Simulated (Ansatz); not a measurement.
# What BiH3 (model cell, started as ReO3 type) distorts into

Which phase does BiH3 (model cell, started as ReO3 type) fall into along its unstable mode, and how much energy does it gain?

Calculated with Ansatz 0.2.0; DFT PBEsol, scalar-relativistic, plane waves, PAW.

Report form: inputs, costs, results and the conclusion, without the logs.

The structure was built from a prototype and need not be the compound's stable phase.

### 1. Starting point

It takes space group Pm-3m (No. 221, cubic). The conventional cell has a = 4.163 Å, b = 4.163 Å, c = 4.163 Å, α = 90.00°, β = 90.00°, γ = 90.00°. Nearest to Bi lie 6 H at 2.08 Å. Nearest to H lie 2 Bi at 2.08 Å. Farther neighbours, and contacts between anions beyond the nearest, are not listed.

### 2. Phonons on a q mesh

Stability and thermal properties need the whole zone. Linear response on a 4×4×4 q mesh gives force constants as far as a supercell of that size would.

input.yaml reads:

```yaml
crystal:
  lattice:
    - [4.1628261251, 0.0, 0.0]
    - [0.0, 4.1628261251, 0.0]
    - [0.0, 0.0, 4.1628261251]
  atoms:
    - { symbol: Bi, position: [0.0, 0.0, 0.0] }
    - { symbol: H, position: [0.5, 0.0, 0.0] }
    - { symbol: H, position: [0.0, 0.5, 0.0] }
    - { symbol: H, position: [0.0, 0.0, 0.5] }
kpoints:
  mp_grid: { grid: [12, 12, 12] }
hamiltonian:
  xc: pbesol
scf:
  occupations: { method: methfessel_paxton, width: 0.2 }
output:
  eigenvalues: true
phonons:
  method: dfpt
  qmesh: [4, 4, 4]
  temperatures: { t_max: 1000, t_step: 50 }
  qpath:
    path:
      - [[0.0, 0.0, 0.0], [0.0, 0.5, 0.0], [0.5, 0.5, 0.0], [0.0, 0.0, 0.0], [0.5, 0.5, 0.5], [0.0, 0.5, 0.0]]
      - [[0.5, 0.5, 0.5], [0.5, 0.5, 0.0]]
    npoints: 10
```

Launch:

```
$ ansatz run input.yaml --threads 4 --pin off --max-ram 7168MiB --backend cpu --events-out ev --progress --plain --runs-dir out
```

It took 11 min on 4 threads of Arm Neoverse V2, shared host; peak memory 3.6 GiB; 43 min of CPU time.

Read from the output:

| Item | Value |
| --- | --- |
| volume per atom | 18.03 Å³ |
| gap on the k-mesh | 0 eV |
| sum-rule residual before enforcement | 7.87e-5 eV/Å² |
| lowest frequency on the path | -1377 cm⁻¹ |
| point group | m-3m |
| highest frequency on path, mesh or solved points | 1522 cm⁻¹ |
| highest optical mode at the zone centre (no LO-TO term) | 476.4 cm⁻¹ |
| lowest optical zone-centre mode | -1284 cm⁻¹ |
| lowest mode on the q mesh (acoustic modes at Γ apart) | -1377 cm⁻¹ |

Frequencies (cm⁻¹) solved at each irreducible wavevector; negative means imaginary. Frequencies by wavevector, by row:

```
q in reciprocal lattice units  star  mode 1  mode 2  mode 3  mode 4  mode 10  mode 11  mode 12
                        0 0 0     1   -1284   -1284   -1284       0    476.4    476.4    476.4
                     0 0 0.25     6   -1310   -1310    17.9    17.9    473.6    473.6     1236
                     0 0 -0.5     3   -1348   -1348    29.8    29.8    466.5    466.5     1415
                  0 0.25 0.25    12   -1316    25.4    72.8    80.6    559.2     1207     1277
                  0 0.25 -0.5    12   -1344    34.9    83.3   104.5      603     1235     1422
                  0 -0.5 -0.5     3   -1377    41.9   112.9   112.9    668.1     1373     1454
               0.25 0.25 0.25     8    75.7    75.7    86.3     344     1164     1283     1283
               0.25 0.25 -0.5    12      82    88.1   105.7   283.7     1184     1287     1432
               0.25 -0.5 -0.5     6    89.9   113.5   113.5   197.7     1214     1397     1462
               -0.5 -0.5 -0.5     1   120.3   120.3   120.3   195.7     1311     1464     1464
```

Interpolated from a 4×4×4 q mesh. Phonon branches along the path, in cm⁻¹:

```
    point  branch 1  branch 2  branch 3  branch 4  branch 9  branch 10  branch 11  branch 12
        Γ     -1284     -1284     -1284         0       455        476        476        476
  halfway     -1310     -1310        18        18       462        474        474       1236
        X     -1348     -1348        30        30       458        466        466       1415
  halfway     -1344        35        83       104       471        603       1235       1422
        M     -1377        42       113       113       451        668       1373       1454
  halfway     -1316        25        73        81       471        559       1207       1277
        Γ     -1284     -1284     -1284         0       455        476        476        476
  halfway        76        76        86       344       563       1164       1283       1283
        R       120       120       120       196       664       1311       1464       1464
  halfway        82        88       106       284       604       1184       1287       1432
        X     -1348     -1348        30        30       458        466        466       1415
jump to R       120       120       120       196       664       1311       1464       1464
  halfway        90       114       114       198       666       1214       1397       1462
        M     -1377        42       113       113       451        668       1373       1454
```

Symmetry leaves 10 wavevectors to solve. The lowest mode among them, the acoustic zeros apart, lies at q = (0, -0.5, -0.5) and is imaginary, 1376.9i cm⁻¹, so the energy falls along it.

### 3. The mode frozen in, largest atomic shift 0 Å

The mode followed lies at q = (0, 0, -0.5) with frequency 1347.5i cm⁻¹ and is 2-fold degenerate, one of the unstable modes though not the softest. At small amplitude the pattern taken leaves space group no. 51 by a symmetry search on the positions. The undistorted cell that holds it gives the zero of energy on the same k mesh.

System of this step: BiH3 (model cell, started as ReO3 type). The structure is cubic, space group Pm-3m (No. 221). Conventional cell: a = 4.163 Å, b = 4.163 Å, c = 4.163 Å, α = 90.00°, β = 90.00°, γ = 90.00°. Nearest to Bi lie 6 H at 2.08 Å. H has 2 Bi at 2.08 Å nearest. Nearest to H lie 2 Bi at 2.08 Å. Farther neighbours, and contacts between anions beyond the nearest, are not listed.

input.yaml reads:

```yaml
crystal:
  lattice:
    - [4.1628261251, 0.0, 0.0]
    - [0.0, 4.1628261251, 0.0]
    - [0.0, 0.0, 8.3256522502]
  atoms:
    - { symbol: Bi, position: [0.0, 0.0, 0.0] }
    - { symbol: Bi, position: [0.0, 0.0, 0.5] }
    - { symbol: H, position: [0.5, 0.0, 0.0] }
    - { symbol: H, position: [0.5, 0.0, 0.5] }
    - { symbol: H, position: [0.0, 0.5, 0.5] }
    - { symbol: H, position: [0.0, 0.5, 0.0] }
    - { symbol: H, position: [0.0, 0.0, 0.25] }
    - { symbol: H, position: [0.0, 0.0, 0.75] }
kpoints:
  mp_grid: { grid: [8, 8, 4] }
hamiltonian:
  xc: pbesol
scf:
  occupations: { method: methfessel_paxton, width: 0.2 }
output:
  forces: true
  stress: true
  eigenvalues: true
```

The job ended after 2.7 s (4 threads; peak memory 0.48 GiB; 9.9 s of CPU time).

Read from the output:

```yaml
pressure: 0.1089 GPa
energy_from_the_undistorted_cell: 0 meV/atom
```

The run ends at a pressure of 0.11 GPa.

### 4. The mode frozen in, largest atomic shift 0.22 Å

The atoms are moved along the unstable eigenvector, the largest shift by 0.22 Å, with the cell fixed.

input.yaml, the sections that differ from step 3:

```yaml
crystal:
  lattice:
    - [4.1628261251, 0.0, 0.0]
    - [0.0, 4.1628261251, 0.0]
    - [0.0, 0.0, 8.3256522502]
  atoms:
    - { symbol: Bi, position: [0.0002304152, 0.0, 0.0] }
    - { symbol: Bi, position: [-0.0002304152, 0.0, 0.5] }
    - { symbol: H, position: [0.4471512878, 0.0, 0.0] }
    - { symbol: H, position: [0.5528487122, 0.0, 0.5] }
    - { symbol: H, position: [-0.0009277412, 0.5, 0.5] }
    - { symbol: H, position: [0.0009277412, 0.5, 0.0] }
    - { symbol: H, position: [0.0, 0.0, 0.25] }
    - { symbol: H, position: [0.0, 0.0, 0.75] }
# kpoints, hamiltonian, scf, output: as in step 3
```

Elapsed: 4.1 s, on 4 threads; peak memory 0.54 GiB; 16 s of CPU time.

This step gave:

```yaml
pressure: 1.178 GPa
energy_from_the_undistorted_cell: -17.29 meV/atom
```

The energy, extrapolated to zero smearing, is -17.29 meV/atom against the undistorted cell.

The run ends at a pressure of 1.18 GPa, with forces up to 0.086 eV/Å.

### 5. Energy along the mode, all amplitudes (two of the runs are shown above)

An imaginary frequency means negative curvature, so the energy should fall and then rise again as anharmonic terms take over.

This step gave:

```yaml
depth_at_the_lowest_point_sampled: 17.29 meV/atom
largest_atomic_shift_at_that_point: 0.22 Å
```

Energy from the parent against largest atomic shift:

```
largest atomic shift (Å)  energy from the parent (meV/atom)
                   0.000                                  0
                   0.040                              -1.50
                   0.080                              -5.35
                   0.140                              -12.1
                   0.220                              -17.3
                   0.320                              -8.75
                   0.450                               49.4
```

Displacement at unit largest shift by atom:

```
atom  x (Å)  y (Å)  z (Å)  size
 Bi1   0.00   0.00   0.00  0.00
 Bi2   0.00   0.00   0.00  0.00
  H3  -1.00   0.00   0.00  1.00
  H4   1.00   0.00   0.00  1.00
  H5  -0.02   0.00   0.00  0.02
  H6   0.02   0.00   0.00  0.02
  H7   0.00   0.00   0.00  0.00
  H8   0.00   0.00   0.00  0.00
```

The lowest step is at 0.22 Å, 17.3 meV/atom below the parent, and the energy rises beyond it.

### 6. Relaxing from the distorted cell

Starting from the lowest point found, all atoms and the cell are let go, so that strain and other modes of the same symmetry can join in.

input.yaml: that of step 4 with these lines changed.

```diff
@@ -24 +24,6 @@
   eigenvalues: true
+relax:
+  adjacent_minimum: "off"
+  f_tol: 0.002
+  max_steps: 120
+  cell: { stress_tol: 0.03 }
```

Elapsed: 50 s, on 4 threads; peak memory 0.61 GiB.

Relaxation path:

```
step  energy less that of the first step (eV)  largest force component (eV/Å)  pressure (GPa)  volume (Å³)
   1                                   0.0000                          0.0865            1.18       144.28
   2                                  -0.0917                          0.2643           -0.16       152.38
   3                                  -0.1344                          0.1392           -0.15       154.99
   4                                  -0.1390                          0.1826            0.46       156.37
   5                                  -0.1424                          0.0156            0.05       157.09
   6                                  -0.1424                          0.0027           -0.01       157.99
   7                                  -0.1424                          0.0007            0.00       157.94
  8*                                  -0.1531                          0.0009            0.05       157.94
   9                                  -0.1530                          0.0041            0.00       159.08
  10                                  -0.1530                          0.0003            0.00       159.22
 11*                                  -0.1535                          0.0003            0.00       159.22
```

Relaxation steps marked * repeat the geometry before them on a plane-wave basis chosen anew for their cell, so energy and pressure can jump there.

The run keeps the 8 symmetry operations that the program found, so distortions that break them were not tested.

```
     cell as run  before  after   change
           a (Å)   4.163  4.607  +10.7 %
           b (Å)   4.163  4.167   +0.1 %
           c (Å)   8.326  8.296   -0.4 %
volume (Å³/atom)   18.03  19.90  +10.4 %
```

The atoms that moved most (Å, as changes of fractional coordinates times the final cell):

```
atom      dx     dy     dz  length
  H4   0.434  0.000  0.000   0.434
  H3  -0.434  0.000  0.000   0.434
 Bi2   0.201  0.000  0.000   0.201
 Bi1  -0.201  0.000  0.000   0.201
  H5   0.073  0.000  0.000   0.073
  H6  -0.073  0.000  0.000   0.073
```

This step gave:

```
pressure        : 0.001031 GPa
volume per atom : 19.90 Å³
```

The distorted start has space group Pmma; the relaxation ends in Pmma.

### 7. The new phase in its own primitive cell

The relaxed structure is symmetrised, reduced to its primitive cell and relaxed tightly, as its phonons need.

input.yaml reads:

```yaml
crystal:
  lattice:
    - [8.2957201545, 0.0, 0.0]
    - [0.0, 4.1665439271, 0.0]
    - [0.0, 0.0, 4.6065491593]
  atoms:
    - { symbol: Bi, position: [0.75, 0.0, 0.0433000297] }
    - { symbol: Bi, position: [0.25, 0.0, 0.9566999703] }
    - { symbol: H, position: [0.75, 0.0, 0.646976172] }
    - { symbol: H, position: [0.25, 0.0, 0.353023828] }
    - { symbol: H, position: [0.25, 0.5, 0.9850731582] }
    - { symbol: H, position: [0.75, 0.5, 0.0149268418] }
    - { symbol: H, position: [0.5, 0.0, 0.0] }
    - { symbol: H, position: [0.0, 0.0, 0.0] }
kpoints:
  mp_grid: { grid: [4, 8, 8] }
hamiltonian:
  xc: pbesol
scf:
  occupations: { method: methfessel_paxton, width: 0.2 }
output:
  forces: true
  stress: true
  eigenvalues: true
relax:
  adjacent_minimum: "off"
  f_tol: 0.001
  max_steps: 60
  cell: { stress_tol: 0.01 }
```

Run time: 11 s. Hardware: 4 threads; peak memory 0.6 GiB; 41 s of CPU time.

Little changed from the start: no atom moved by 0.005 Å and no cell edge by 0.1 %.

Numbers from this step:

| Item | Value |
| --- | --- |
| pressure | 0.001030 GPa |

The largest force component left is 0.30 meV/Å and the pressure is 0.001 GPa, within the tolerances set. The cell now holds 19.90 Å³/atom.

### 8. Modes of the new phase, k-mesh 4×8×8

A relaxed structure may still be a saddle point, so its zone-centre modes are computed. No field response is asked, since the mesh shows no gap.

input.yaml: that of step 7 with these lines changed.

```diff
@@ -21,9 +21,4 @@
 output:
-  forces: true
-  stress: true
   eigenvalues: true
-relax:
-  adjacent_minimum: "off"
-  f_tol: 0.001
-  max_steps: 60
-  cell: { stress_tol: 0.01 }
+phonons:
+  method: dfpt
```

It took 1.8 min on 4 threads; peak memory 1.5 GiB; 6.7 min of CPU time.

Read from the output:

```yaml
sum_rule_residual_before_enforcement: 3.01e-5 eV/Å²
point_group: mmm
highest_optical_mode_at_the_zone_centre_no_lo_to_term: 1569 cm⁻¹
lowest_optical_zone_centre_mode: -1435 cm⁻¹
```

Patterns of degenerate modes are one choice out of their space. The modes at Γ (shares of kinetic energy by element, %) (negative means imaginary):

```
mode  frequency (cm⁻¹)  symmetry  Bi %  H %
   1           -1435.2       B3u     0  100
   2           -1430.8       B2u     1   99
   3           -1411.6       B3g     0  100
   4               0.0  acoustic    99    1
   5               0.0  acoustic    99    1
   6               0.0  acoustic    99    1
   7              29.8       B3g    99    1
   8              42.5        Ag    99    1
   9             101.5       B2g    98    2
  10             140.0       B3u     0  100
  11             389.9       B3u     1   99
  12             394.7       B2u     0  100
  13             411.0       B2g     1   99
  14             420.2        Au     0  100
  15             501.7       B1u     1   99
  16             508.3        Ag     0  100
  17             520.5       B3g     0  100
  18             525.5       B2u     0  100
  19             539.3       B1u     0  100
  20             546.0       B2g     1   99
  21             688.0       B3u     0  100
  22            1466.8       B1u     0  100
  23            1568.0       B1u     0  100
  24            1568.8        Ag     0  100
```

Displacements in mode 1 (-1435.2 cm⁻¹), the largest set to 1:
```
Bi1  0.00  0.00  0.00
Bi2  0.00  0.00  0.00
H3   0.09  0.00  0.00
H4   0.09  0.00  0.00
H5  -0.07  0.00  0.00
H6  -0.07  0.00  0.00
H7   1.00  0.00  0.17
H8   1.00  0.00 -0.17
```

Displacements in mode 20 (546.0 cm⁻¹), the largest set to 1:
```
Bi1 -0.01  0.00  0.00
Bi2  0.01  0.00  0.00
H3   1.00  0.00  0.00
H4  -1.00  0.00  0.00
H5  -0.17  0.00  0.00
H6   0.17  0.00  0.00
H7   0.00  0.00  0.00
H8   0.00  0.00  0.00
```

Before it was imposed, the acoustic sum rule was missed by 3.0e-5 eV/Å². Small misses are needed for a sound result but don't prove that mesh and cutoff are converged. The lowest optical mode is imaginary, 1435.2i cm⁻¹, so the energy falls along it.

### 9. Outcome

```
unstable mode of the parent                                                      : q = (0, 0, -0.5), 1348i cm⁻¹
depth at the lowest point sampled                                                : 17.3 meV/atom
largest atomic shift at that point                                               : 0.22 Å
space group reached                                                              : Pmma
energy gained over the parent (first relaxation, on the mesh of the frozen mode) : 36.4 meV/atom
volume per atom, phase reached                                                   : 19.9 Å³
lowest optical zone-centre mode, phase reached                                   : -1435 cm⁻¹
highest optical mode at the zone centre (no LO-TO term), phase reached           : 1569 cm⁻¹
```

Along this mode the structure falls into Pmma, 36.4 meV/atom below the parent. At the parent's cell the well is 17.29 meV/atom deep on the steps tried, with its lowest point at a shift of 0.22 Å. Relaxing atoms and cell changes the gain by +19.11 meV/atom against the lowest step (energies at zero smearing). The new phase still has an imaginary mode at the zone centre of its cell, so it is a saddle point on the way to a lower structure. Of the 4 patterns followed from this parent, this one ends 42.0 meV/atom above the lowest, Cmcm. Each path keeps the symmetry of its pattern, so a lower phase may lie along a pattern not tried. With no gap, or one that is small against the smearing, the frequencies hang on the k mesh and the smearing, most of all near Kohn anomalies. The volume moved by more than a tenth on the k mesh of the start, so the energy gain is rough. Spin-orbit coupling is left out, which can matter for the heavy elements here. A phonon run warned that its eigensolver left some bands unconverged in a pass. The starting cell was built on a prototype and not taken from a measurement, so the phase need not exist.

[Long decimals in the printed logs are rounded to 6 places.]

[Logs are printed without paths, hosts, clocks, repeated set-up lines and the standing remarks that a program may print on its own settings, such as how far it seeks lower states.]

[Hosts, paths, dates, database ids (printed as entryN), source tags and the programs' standing remarks are cut or masked in the printed files.]

[Where the starting crystal was built by hand or by swapping elements, it need not be the compound's stable phase.]
